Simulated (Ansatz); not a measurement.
Two G0W0 runs on KSrBiWO6 (F-43m).

Symmetry: F-43m, No. 216, cubic system. The conventional cell has a = 8.545 Å, b = 8.545 Å, c = 8.545 Å, α = 90.00°, β = 90.00°, γ = 90.00°. Nearest to K lie 12 O at 3.03 Å. Sr has 12 O at 3.03 Å nearest. Nearest to Bi lie 6 O at 2.34 Å. W has 6 O at 1.94 Å nearest. Nearest to O lie 1 W at 1.94 Å and 1 Bi at 2.34 Å and 2 K at 3.03 Å and 2 Sr at 3.03 Å. Farther neighbours and most contacts between anions are not listed.

```xyz
10
Lattice="0.0000 4.2724 4.2724 4.2724 0.0000 4.2724 4.2724 4.2724 0.0000" Properties=species:S:1:pos:R:3 pbc="T T T"
K     2.1362    2.1362    2.1362
Sr    6.4086    6.4086    6.4086
Bi    0.0000    0.0000    0.0000
W     4.2724    4.2724    4.2724
O     2.3372    4.2724    4.2724
O     6.2076    4.2724    4.2724
O     4.2724    4.2724    6.2076
O     4.2724    4.2724    2.3372
O     4.2724    2.3372    4.2724
O     4.2724    6.2076    4.2724
```

The cell is the Materials Project's (PBE, PBE+U or r2SCAN) relaxed one; the ions were relaxed with PBE or PBE+U in the database cell. Spin-orbit coupling is left out unless a run names it.

The first (Ansatz 0.2.0; start PBE, 4×4×4 mesh, 855 empty bands, screening to 180 eV, PAW set soft_1 files; 1 × NVIDIA H100 80GB HBM3 (shared by 6 runs) with 2 threads of AMD EPYC 7R13 (Zen 3), shared host) gave, on its mesh: starting gap 1.99 eV, G0W0 gap 2.94 eV, RPA ε∞ (mean) 5.42, 47 s.

The second changes start from PBE to r2SCAN. What does it give?

It gave: starting gap 2.24 eV, G0W0 gap 3.11 eV, RPA ε∞ (mean) 4.84, 44 s. The G0W0 gap moves by +0.18 eV, +0.26 eV from the start and −0.08 eV from the correction. Σc changes by −0.13 eV at the valence top and −0.06 eV at the conduction bottom, and Σx − Vxc between them by −0.16 eV.

Limits: not at the basis limit; no spin-orbit coupling.

[Paths, hosts, dates, memory and timing lines, banners, echoed tables and standing remarks are left out of the program output.]

[Logs are printed without paths, hosts, clocks, repeated set-up lines and the standing remarks that a program may print on its own settings, such as how far it seeks lower states.]

[Runs of the session that timed out or met a known fault of the program may be left out.]

[Cells called generated may have been cut or substituted from an entry of the Crystallography Open Database or the Materials Project.]

[Hosts, paths, dates, database ids (printed as entryN), source tags and the programs' standing remarks are cut or masked in the printed files.]
